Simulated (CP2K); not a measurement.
The C K edge of 2-hydroxyfuran was computed by TDDFT (CP2K XAS_TDP, aug-cc-pVDZ, TDA) at these levels: PBEh(45%), PBEh(45%) + GW2X and PBEh(60%). The first three lines of C2 (bonded to C and 2 O) with a strength over 0.0015, energy in eV and strength:

| run | first | second | third |
| --- | --- | --- | --- |
| 1 | 290.26 (0.065) | 292.62 (0.005) | 293.78 (0.012) |
| 2 | 284.56 (0.066) | 286.92 (0.005) | 288.07 (0.012) |
| 3 | 288.35 (0.075) | 291.91 (0.014) | 292.74 (0.055) |

Which run is which?

Run 1: PBEh(45%) + GW2X (45 % exact exchange). Run 2: PBEh(45%) (45 % exact exchange). Run 3: PBEh(60%) (60 % exact exchange). Self-interaction lifts the core level, so the uncorrected lines rise with the share of exact exchange. The GW2X run keeps the spacings of its parent: 2.36 eV between the first two lines in run 1, 2.36 eV in run 2. Its shift is +5.70 eV, since the Kohn–Sham level at this share of exchange lies that far above the quasiparticle level.

[Hosts, paths, dates, database ids (printed as entryN), source tags and the programs' standing remarks are cut or masked in the printed files.]
